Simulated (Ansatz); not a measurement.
**Decaying states in the gap of KLi4Cl5**

Wanted: the relaxed cell of KLi4Cl5, its band edges and its decay constants. It is built by putting Li for Na in the KNa4Cl5 structure of space group C2/m, with the volume rescaled by atomic radii. The parent structure comes from the Materials Project.

Method: r2SCAN DFT, plane waves, PAW files, in the first sound run; inputs show where later runs differ, in Ansatz 0.2.0.

The structure was built from a prototype and need not be the compound's stable phase.

## (1) The starting structure

Symmetry: C2/m, No. 12, monoclinic system. The conventional cell has a = 12.524 Å, b = 3.760 Å, c = 9.305 Å, α = 90.00°, β = 119.51°, γ = 90.00°. K has 6 Cl at 2.79 to 2.82 Å nearest. Nearest to Li lie 6 Cl at 2.57 to 2.68 Å. Li has 6 Cl at 2.57 to 2.75 Å nearest. Nearest to Cl lie 5 Li at 2.57 to 2.68 Å and 1 K at 2.79 Å. Nearest to Cl lie 4 Li at 2.57 to 2.75 Å and 2 K at 2.82 Å. Nearest to Cl lie 6 Li at 2.63 to 2.64 Å. It derives from KNa4Cl5. Li for Na in the KNa4Cl5 structure of space group C2/m. Farther neighbours and most contacts between anions are not listed.

## (2) Relaxing the new crystal

The substituted atoms don't fit the parent's cell, so cell and atoms relax together. A small smearing keeps the run stable in case the gap closes on the way.

Input file input.yaml:

```yaml
crystal:
  lattice:
    - [6.2619197071, -1.8799436253, 0.0]
    - [6.2619197071, 1.8799436253, 0.0]
    - [-4.5830072962, 0.0, 8.0980221138]
  atoms:
    - { symbol: K, position: [0.0, 0.0, 0.0] }
    - { symbol: Li, position: [0.59710409, 0.59710409, 0.40207177] }
    - { symbol: Li, position: [0.2002875, 0.2002875, 0.79185868] }
    - { symbol: Li, position: [0.7997125, 0.7997125, 0.20814132] }
    - { symbol: Li, position: [0.40289591, 0.40289591, 0.59792823] }
    - { symbol: Cl, position: [0.20651235, 0.20651235, 0.31437992] }
    - { symbol: Cl, position: [0.79348765, 0.79348765, 0.68562008] }
    - { symbol: Cl, position: [0.39052632, 0.39052632, 0.11264359] }
    - { symbol: Cl, position: [0.0, 0.0, 0.5] }
    - { symbol: Cl, position: [0.60947368, 0.60947368, 0.88735641] }
kpoints:
  mp_grid: { grid: [6, 6, 4] }
scf:
  occupations: { method: gaussian, width: 0.03 }
hamiltonian:
  xc: r2scan
output:
  forces: true
  stress: true
relax:
  f_tol: 0.02
  max_steps: 60
  cell: {}
```

Launch:

```
$ ansatz run input.yaml --threads 2 --pin off --max-ram 4096MiB --backend cpu --events-out ev --progress --plain --runs-dir out
```

Numbers of over 12 decimals in the logs are rounded to 6 here.

Output:

```text
Engine: ansatz 0.2.0, aarch64-unknown-linux-gnu
Pseudopotentials: kind: paw
Pseudopotential: K, paw, valence charge 9, recommended cutoff 500 eV (meta_gga), K.paw.azcp
Pseudopotential: Li, paw, valence charge 3, recommended cutoff 500 eV (meta_gga), Li.paw.azcp
Pseudopotential: Cl, paw, valence charge 7, recommended cutoff 500 eV (meta_gga), Cl.paw.azcp
Functional definition: r2SCAN
  parameter k0 = 0.174
  parameter k1 = 0.065
  parameter a1 = 4.9479
  exchange = r2scan_x(k0 = k0, k1 = k1, a1 = a1)
  correlation = r2scan_c
Crystal: 10 atoms, lattice volume = 190.661 Å³
Basis set: ecut = 500 eV, 4831 PW (Γ), exchange–correlation on 192×192×288 points (64 copies of the dense FFT grid, shifted against one another)
Bands: 38, of which v1, the nominal top of the filled ones, is band 28 counted from 1 (27 counted from 0)
Symmetry: 4 space group operations
Space group: C2/m (ITA 12), of the structure as read, at distance tolerance 5.8e-5 Å
k-points: 47 of 144
Non-local potential: K, projectors of the file, l = 0: 3, l = 1: 2, l = 2: 2
Non-local potential: Li, projectors of the file, l = 0: 3, l = 1: 2, l = 2: 1
Non-local potential: Cl, projectors of the file, l = 0: 2, l = 1: 2, l = 2: 2
PAW form: soft (Blöchl's): semilocal exchange-correlation on the pseudo side does not see the compensation charge
PAW frozen core: K, regenerated for the run's functional (the file was generated under x = pbe(κ = 0.804, μ = 0.219515), c = pbe(β = 0.066725))
PAW frozen core: Cl, regenerated for the run's functional (the file was generated under x = pbe(κ = 0.804, μ = 0.219515), c = pbe(β = 0.066725))
PAW one-centre angular grid: K, 302 points (default); XC on 160 Gauss nodes
PAW one-centre angular grid: Li, 302 points (default); XC on 327 of its mesh's 2665 points in the sphere
PAW one-centre angular grid: Cl, 302 points (default); XC on 160 Gauss nodes
Initial density: superposition of atomic densities (neutral atoms: chi_scale 0, normalization atom), corrected by the library's trained network
Initial wavefunctions: pseudopotential atomic-orbital guess
Functional: x = r2scan, c = r2scan; τ floored in thin density (d = 2e-4 eV/Å³)
SCF iter   1: F=—  HF=-7800.745807 eV  |F-HF|=—  |Δ(HF+E_count)|=         —  Δρ=4.36e-3  dr2=1.87e-2  dr2_τ=1.15e-2  ethr=1.77e-3  ⟨swp⟩=9.9  Hψ=10195  notcnv=0  defer=15
preconditioner: auto → Resta (q_TF=auto, 2.224 Å⁻¹)  ε∞=2.7  [insulator: Δε(μ)=6.681 eV  Ē_g=14.192 eV  σ=0.030 eV  W_gap=1.00  n_scr=34 (ndim 8)  ℏωp=18.2 eV  f_vac=0.001  D(μ)=0.00/eV (n_scr^D=0)  ε∞_Penn≈2.7]
SCF iter   2: F=—  HF=-7800.845577 eV  |F-HF|=—  |Δ(HF+E_count)|=   9.98e-2  Δρ=2.23e-3  dr2=4.81e-3  dr2_τ=1.93e-4  ethr=3.34e-5  ⟨swp⟩=2.1  Hψ=3762  notcnv=0  defer=194
SCF iter   3: F=—  HF=-7800.845926 eV  |F-HF|=—  |Δ(HF+E_count)|=   3.49e-4  Δρ=4.75e-4  dr2=3.00e-4  dr2_τ=4.27e-5  ethr=8.59e-6  ⟨swp⟩=2.0  Hψ=1885  notcnv=0  defer=147
automatic band count: iteration 3 solves 37 bands in place of 38: the levels show a gap, and the empty bands left out lie too high to hold charge; the band table lists the bands solved (type scf.n_extra_bands for more)
SCF iter   4: F=—  HF=-7800.846014 eV  |F-HF|=—  |Δ(HF+E_count)|=   8.81e-5  Δρ=6.92e-5  dr2=7.63e-6  dr2_τ=8.52e-7  ethr=5.36e-7  ⟨swp⟩=2.0  Hψ=2908  notcnv=0  defer=147
SCF iter   5: F=—  HF=-7800.846046 eV  |F-HF|=—  |Δ(HF+E_count)|=   3.21e-5  Δρ=1.27e-5  dr2=3.38e-7  dr2_τ=5.71e-8  ethr=1.36e-8  ⟨swp⟩=2.4  Hψ=2718  notcnv=0  defer=147
SCF iter   6: F=-7800.846047 eV  HF=-7800.846047 eV  |F-HF|=1.00e-11  |Δ(HF+E_count)|=   1.08e-7  Δρ=2.57e-6  dr2=1.61e-8  dr2_τ=2.38e-9  ethr=1.79e-10  ⟨swp⟩=4.0  Hψ=5636  notcnv=0
SCF 1 converged in 6 iterations: F = -7800.846047 eV  dr2 = 1.61e-8
  greatest PAW one-centre occupation: 0.999 electrons in one spin orbital (limit 2), on the Li atom at site 3 (counted from 0), in its partial waves of l = 0
relax step   1: F+E_penalty+E_count = -7800.84604658 eV  Δ(F+E_penalty+E_count) = +0.000e0 eV  max|allowed force component| = 6.959e-1 eV/Å  Δτ_max = 0.0000 Å  P = +1.464 GPa  Ω = 190.661 Å³  (6 SCF iters, dr2 threshold 1.00e-7 eV, accepted)
Crystal: 10 atoms, lattice volume = 197.003 Å³
Basis set: ecut = 500 eV, 4981 PW (Γ), exchange–correlation on 192×192×288 points (64 copies of the dense FFT grid, shifted against one another)
Initial density: handed on by an earlier stage of this run
Initial wavefunctions: those handed on with the density
iter 1 solved again at ethr=1.40e-4 eV; its pass at ethr=3.10e-3 eV (dr2=7.82e-2 eV) is discarded
SCF iter   1: F=—  HF=-7800.674952 eV  |F-HF|=—  |Δ(HF+E_count)|=         —  Δρ=5.35e-3  dr2=8.02e-2  dr2_τ=1.27e0  ethr=1.40e-4  ⟨swp⟩=1.6  Hψ=8383  notcnv=0
automatic band count: iteration 1 solves 32 bands in place of 38: the levels show a gap, and the empty bands left out lie too high to hold charge; the band table lists the bands solved (type scf.n_extra_bands for more)
preconditioner: auto → Resta (q_TF=auto, 2.212 Å⁻¹)  ε∞=2.9  [insulator: Δε(μ)=6.118 eV  Ē_g=12.903 eV  σ=0.030 eV  W_gap=1.00  n_scr=34 (ndim 8)  ℏωp=17.9 eV  f_vac=0.005  D(μ)=0.00/eV (n_scr^D=0)  ε∞_Penn≈2.9]
SCF iter   2: F=—  HF=-7801.021068 eV  |F-HF|=—  |Δ(HF+E_count)|=   3.46e-1  Δρ=2.76e-3  dr2=1.20e-2  dr2_τ=1.16e-3  ethr=1.40e-4  ⟨swp⟩=3.3  Hψ=3025  notcnv=0
SCF iter   3: F=—  HF=-7801.020460 eV  |F-HF|=—  |Δ(HF+E_count)|=   6.07e-4  Δρ=8.38e-4  dr2=2.11e-3  dr2_τ=2.09e-4  ethr=2.14e-5  ⟨swp⟩=2.2  Hψ=2533  notcnv=0
SCF iter   4: F=—  HF=-7801.020371 eV  |F-HF|=—  |Δ(HF+E_count)|=   8.91e-5  Δρ=2.63e-4  dr2=3.58e-4  dr2_τ=1.04e-5  ethr=3.77e-6  ⟨swp⟩=2.5  Hψ=2439  notcnv=0
SCF iter   5: F=—  HF=-7801.020331 eV  |F-HF|=—  |Δ(HF+E_count)|=   3.99e-5  Δρ=6.13e-5  dr2=7.33e-6  dr2_τ=4.99e-7  ethr=6.39e-7  ⟨swp⟩=2.0  Hψ=2200  notcnv=0
SCF iter   6: F=-7801.020333 eV  HF=-7801.020333 eV  |F-HF|=1.43e-8  |Δ(HF+E_count)|=   1.37e-6  Δρ=1.13e-5  dr2=2.36e-7  dr2_τ=4.85e-8  ethr=1.79e-9  ⟨swp⟩=4.9  Hψ=5666  notcnv=0
SCF 2 converged in 6 iterations: F = -7801.020333 eV  dr2 = 2.36e-7
relax step   2: F+E_penalty+E_count = -7801.02033258 eV  Δ(F+E_penalty+E_count) = -1.743e-1 eV  max|allowed force component| = 2.259e-1 eV/Å  Δτ_max = 0.1949 Å  P = -0.163 GPa  Ω = 197.003 Å³  energy of the carried Pulay correction = -4.724e-4 eV  (6 SCF iters, dr2 threshold 1.00e-6 eV, accepted)
Crystal: 10 atoms, lattice volume = 199.752 Å³
Basis set: ecut = 500 eV, 5053 PW (Γ), exchange–correlation on 192×192×288 points (64 copies of the dense FFT grid, shifted against one another)
iter 1 solved again at ethr=1.40e-4 eV; its pass at ethr=3.10e-3 eV (dr2=7.83e-2 eV) is discarded
[...]
SCF iter   5: F=—  HF=-7801.110166 eV  |F-HF|=—  |Δ(HF+E_count)|=   8.74e-5  Δρ=6.36e-5  dr2=9.39e-6  dr2_τ=7.04e-7  ethr=2.74e-7  ⟨swp⟩=2.0  Hψ=2454  notcnv=0
SCF iter   6: F=-7801.110172 eV  HF=-7801.110172 eV  |F-HF|=7.08e-8  |Δ(HF+E_count)|=   5.92e-6  Δρ=8.01e-6  dr2=1.24e-7  dr2_τ=2.53e-8  ethr=1.79e-9  ⟨swp⟩=4.1  Hψ=5408  notcnv=0
SCF 3 converged in 6 iterations: F = -7801.110172 eV  dr2 = 1.24e-7
  greatest PAW one-centre occupation: 0.999 electrons in one spin orbital (limit 2), on the Li atom at site 4 (counted from 0), in its partial waves of l = 0
relax step   3: F+E_penalty+E_count = -7801.11017197 eV  Δ(F+E_penalty+E_count) = -8.984e-2 eV  max|allowed force component| = 1.148e-1 eV/Å  Δτ_max = 0.1360 Å  P = -0.210 GPa  Ω = 199.752 Å³  energy of the carried Pulay correction = -6.724e-4 eV  (6 SCF iters, dr2 threshold 1.00e-6 eV, accepted)
[...]
relax step   4: F+E_penalty+E_count = -7801.14834125 eV  Δ(F+E_penalty+E_count) = -3.817e-2 eV  max|allowed force component| = 9.802e-2 eV/Å  Δτ_max = 0.1035 Å  P = +0.237 GPa  Ω = 198.344 Å³  energy of the carried Pulay correction = -5.703e-4 eV  (6 SCF iters, dr2 threshold 8.81e-7 eV, accepted)
[...]
relax step   5: F+E_penalty+E_count = -7801.18218219 eV  Δ(F+E_penalty+E_count) = -3.384e-2 eV  max|allowed force component| = 1.314e-1 eV/Å  Δτ_max = 0.1707 Å  P = +0.347 GPa  Ω = 200.337 Å³  energy of the carried Pulay correction = -7.147e-4 eV  (6 SCF iters, dr2 threshold 1.00e-6 eV, accepted)
[...]
relax step   6: F+E_penalty+E_count = -7801.19246817 eV  Δ(F+E_penalty+E_count) = -1.029e-2 eV  max|allowed force component| = 1.478e-1 eV/Å  Δτ_max = 0.1502 Å  P = +0.039 GPa  Ω = 204.776 Å³  energy of the carried Pulay correction = -1.031e-3 eV  (6 SCF iters, dr2 threshold 1.00e-6 eV, accepted)
[...]
relax step   7: F+E_penalty+E_count = -7801.22004979 eV  Δ(F+E_penalty+E_count) = -2.758e-2 eV  max|allowed force component| = 1.410e-2 eV/Å  Δτ_max = 0.0511 Å  P = -0.020 GPa  Ω = 202.947 Å³  energy of the carried Pulay correction = -9.014e-4 eV  (5 SCF iters, dr2 threshold 1.00e-6 eV, accepted)
[...]
relax step   8: F+E_penalty+E_count = -7801.22040721 eV  Δ(F+E_penalty+E_count) = -3.574e-4 eV  max|allowed force component| = 1.276e-2 eV/Å  Δτ_max = 0.0194 Å  P = -0.001 GPa  Ω = 202.469 Å³  energy of the carried Pulay correction = -8.674e-4 eV  (6 SCF iters, dr2 threshold 1.25e-8 eV, accepted)
Basis set: ecut = 500 eV, 5157 PW (Γ), exchange–correlation on 192×192×300 points (64 copies of the dense FFT grid, shifted against one another)
Initial wavefunctions: pseudopotential atomic-orbital guess (no wavefunctions were taken with the density)
iter 1 solved again at ethr=1.62e-7 eV; its pass at ethr=3.10e-3 eV (dr2=9.09e-5 eV) is discarded
SCF iter   1: F=—  HF=-7801.221203 eV  |F-HF|=—  |Δ(HF+E_count)|=         —  Δρ=1.76e-4  dr2=3.60e-6  dr2_τ=1.23e-5  ethr=1.62e-7  ⟨swp⟩=3.9  Hψ=14237  notcnv=0
preconditioner: auto → Resta (q_TF=auto, 2.202 Å⁻¹)  ε∞=2.6  [insulator: Δε(μ)=6.145 eV  Ē_g=14.130 eV  σ=0.030 eV  W_gap=1.00  n_scr=38 (ndim 8)  ℏωp=17.7 eV  f_vac=0.043  D(μ)=0.00/eV (n_scr^D=0)  ε∞_Penn≈2.6]
SCF iter   2: F=—  HF=-7801.221466 eV  |F-HF|=—  |Δ(HF+E_count)|=   2.64e-4  Δρ=9.08e-5  dr2=9.39e-7  dr2_τ=5.91e-6  ethr=6.42e-9  ⟨swp⟩=2.0  Hψ=3102  notcnv=0
SCF iter   3: F=—  HF=-7801.221492 eV  |F-HF|=—  |Δ(HF+E_count)|=   2.64e-5  Δρ=6.13e-6  dr2=1.23e-8  dr2_τ=1.74e-8  ethr=1.68e-9  ⟨swp⟩=2.0  Hψ=3102  notcnv=0
SCF iter   4: F=—  HF=-7801.221493 eV  |F-HF|=—  |Δ(HF+E_count)|=   9.17e-8  Δρ=8.96e-7  dr2=9.67e-10  dr2_τ=3.48e-10  ethr=2.20e-11  ⟨swp⟩=2.0  Hψ=3102  notcnv=0
SCF iter   5: F=-7801.221493 eV  HF=-7801.221493 eV  |F-HF|=1.73e-11  |Δ(HF+E_count)|=  9.80e-10  Δρ=1.32e-7  dr2=5.31e-11  dr2_τ=6.49e-12  ethr=1.00e-12  ⟨swp⟩=4.3  Hψ=5700  notcnv=0
SCF 9 converged in 5 iterations: F = -7801.221493 eV  dr2 = 5.31e-11
relax step   9: F+E_penalty+E_count = -7801.22149256 eV  Δ(F+E_penalty+E_count) = -1.085e-3 eV  max|allowed force component| = 1.283e-2 eV/Å  Δτ_max = 0.0000 Å  P = -0.002 GPa  Ω = 202.469 Å³  stress off target by 2.92e-2 GPa  SCF on the basis re-selected at this cell (its energy is not comparable with the rows above)  (5 SCF iters)
basis re-selected at this cell: Δ(F+E_penalty+E_count) = -1.085e-3 eV, ΔP = -0.000 GPa vs the last step (what re-selecting the basis moved, of the pressure what is left beyond the Pulay correction that the steps carried, after the strain that the cell walked since its last selection, with what the two solves' SCF thresholds leave and, on support functions, any second-order correction that the steps lacked; it is no measure of the basis error at this ecutwfc). The dense FFT grid was sized anew with the basis: this SCF ran on 48×48×75 points, the steps before it on 48×48×72, so part of this shift can come from that change (see relax.cell in the input reference). [rest of the remark cut]
SCF converged after 5 iterations
Free energy (F): -7801.221493 eV
Harris-Foulkes:  -7801.221493 eV  (|F-HF|=1.73e-11)
Internal energy: -7801.221493 eV  (E = F + TS)
E sigma→0 (E₀):  -7801.221493 eV
Fermi energy:    3.980529 eV
--- Per-component energies (eV) ---
  E_band       = -597.264556
  E_kinetic    = 1149.914157
  E_local      = -2230.226598  (includes V_loc(G=0)·N_el)
  E_nonlocal   = 20.969323
  E_hartree    = 701.547136
  E_xc         = -700.565620
  E_vxc        = -925.646907  (∫ρ·V_xc dr)
  E_paw        = -4208.301839  (= ΣΔE_a)
  E_vpaw       = -66.044012  (= ΣTr[D̂ρ^β])
  E_aug_tail   = -0.000205  (compensation charges beyond the density's cutoff)
  E_vtau       = 50.675449  (kinetic-family band-sum trace: ∫τ·v_τ [+ j·A + Jᵃ·Aᵃ] dr)
  E_ewald      = -2533.679626
  E_core_change = -0.878219  (= ΣΔE_core)
  E_smearing   = -0.000000  (= −TS)
  E_closure    = 0.000000  (closes the sum)
  Σ components = -7801.221493   (vs F -7801.221493, Δ=0.00e0)
--- Forces (eV/Å), atoms counted from 1 ---
  atom   1  K     -0.00000000    -0.00000000     0.00000000
  atom   2  Li     0.01183133     0.00000000    -0.00453897
  atom   3  Li     0.00291360    -0.00000000     0.01271463
  atom   4  Li    -0.00291360     0.00000000    -0.01271463
  atom   5  Li    -0.01183133    -0.00000000     0.00453897
  atom   6  Cl    -0.00119027     0.00000000     0.00794801
  atom   7  Cl     0.00119027     0.00000000    -0.00794801
  atom   8  Cl     0.00402965     0.00000000     0.01283480
  atom   9  Cl     0.00000000    -0.00000000     0.00000000
  atom  10  Cl    -0.00402965     0.00000000    -0.01283480
  max |Σ_I F_I| component: 3.47e-18 eV/Å
--- Stress (GPa, compression-positive) ---
        0.013235       0.000000      -0.013473
        0.000000       0.006404       0.000000
       -0.013473       0.000000      -0.024892
  P = ⅓ Tr σ = -0.0018 GPa (-0.018 kbar)
--- Relaxed structure (8 steps of the walk, 8 accepted, 1 SCFs on fresh bases) ---
  F+E_penalty+E_count = -7801.22149256 eV   max|allowed force component| = 1.283e-2 eV/Å   (the final SCF, on the basis selected at the relaxed cell)
  cell:  # Å, volume = 202.4693 Å³
    - [6.090138, -1.841999, -0.00682178]
    - [6.090138, 1.841999, -0.00682178]
    - [-4.466105, -1.9158953175458007e-16, 9.029284]
  atoms:
    - { symbol: K, position: [-3.6119968533821236e-19, -3.611996853382123e-19, 2.9990198004385353e-19] }
    - { symbol: Li, position: [0.600778, 0.600778, 0.403370] }
    - { symbol: Li, position: [0.169853, 0.169853, 0.738825] }
    - { symbol: Li, position: [0.830147, 0.830147, 0.261175] }
    - { symbol: Li, position: [0.399222, 0.399222, 0.596630] }
    - { symbol: Cl, position: [0.207449, 0.207449, 0.326462] }
    - { symbol: Cl, position: [0.792551, 0.792551, 0.673538] }
    - { symbol: Cl, position: [0.399845, 0.399845, 0.158054] }
    - { symbol: Cl, position: [0.0, 2.7755575615628914e-17, 0.500000] }
    - { symbol: Cl, position: [0.600155, 0.600155, 0.841946] }
```

Run time: 2.1 min. Hardware: 2 threads of Arm Neoverse V2, shared host; peak memory 1.4 GiB.

Relaxation path:

```
step  energy less that of the first step (eV)  largest force component (eV/Å)  pressure (GPa)  volume (Å³)
   1                                   0.0000                          0.6959            1.46       190.66
   2                                  -0.1743                          0.2259           -0.16       197.00
   3                                  -0.2641                          0.1148           -0.21       199.75
   4                                  -0.3023                          0.0980            0.24       198.34
   5                                  -0.3361                          0.1314            0.35       200.34
   6                                  -0.3464                          0.1478            0.04       204.78
   7                                  -0.3740                          0.0141           -0.02       202.95
   8                                  -0.3744                          0.0128            0.00       202.47
  9*                                  -0.3754                          0.0128            0.00       202.47
```

Relaxation steps marked * repeat the geometry before them on a plane-wave basis chosen anew for their cell, so energy and pressure can jump there.

The run keeps the 4 symmetry operations that it works with, so distortions that break them were not tested.

```
     cell as run  before   after  change
           a (Å)   6.538   6.363  -2.7 %
           b (Å)   6.538   6.363  -2.7 %
           c (Å)   9.305  10.073  +8.3 %
           α (°)  118.15  115.17  -2.5 %
           β (°)  118.15  115.17  -2.5 %
           γ (°)   33.42   33.66  +0.7 %
volume (Å³/atom)   19.07   20.25  +6.2 %
```

The atoms that moved most (Å, as changes of fractional coordinates times the final cell):

```
atom      dx     dy      dz  length
 Li3  -0.134  0.000  -0.478   0.497
 Li4   0.134  0.000   0.478   0.497
 Cl8  -0.089  0.000   0.410   0.420
Cl10   0.089  0.000  -0.410   0.420
 Cl7   0.043  0.000  -0.109   0.117
 Cl6  -0.043  0.000   0.109   0.117
 Li5  -0.039  0.000  -0.012   0.041
 Li2   0.039  0.000   0.012   0.041
```

This step gave:

```
free energy  : -7801.2215 eV
Fermi energy : 3.981 eV
pressure     : -0.001751 GPa
```

The largest force component on a free atom ends at 0.013 eV/Å.

(Part 1 of 3 ends here.)

[Logs are printed without paths, hosts, clocks, repeated set-up lines and the standing remarks that a program may print on its own settings, such as how far it seeks lower states.]

[Hosts, paths, dates, database ids (printed as entryN), source tags and the programs' standing remarks are cut or masked in the printed files.]
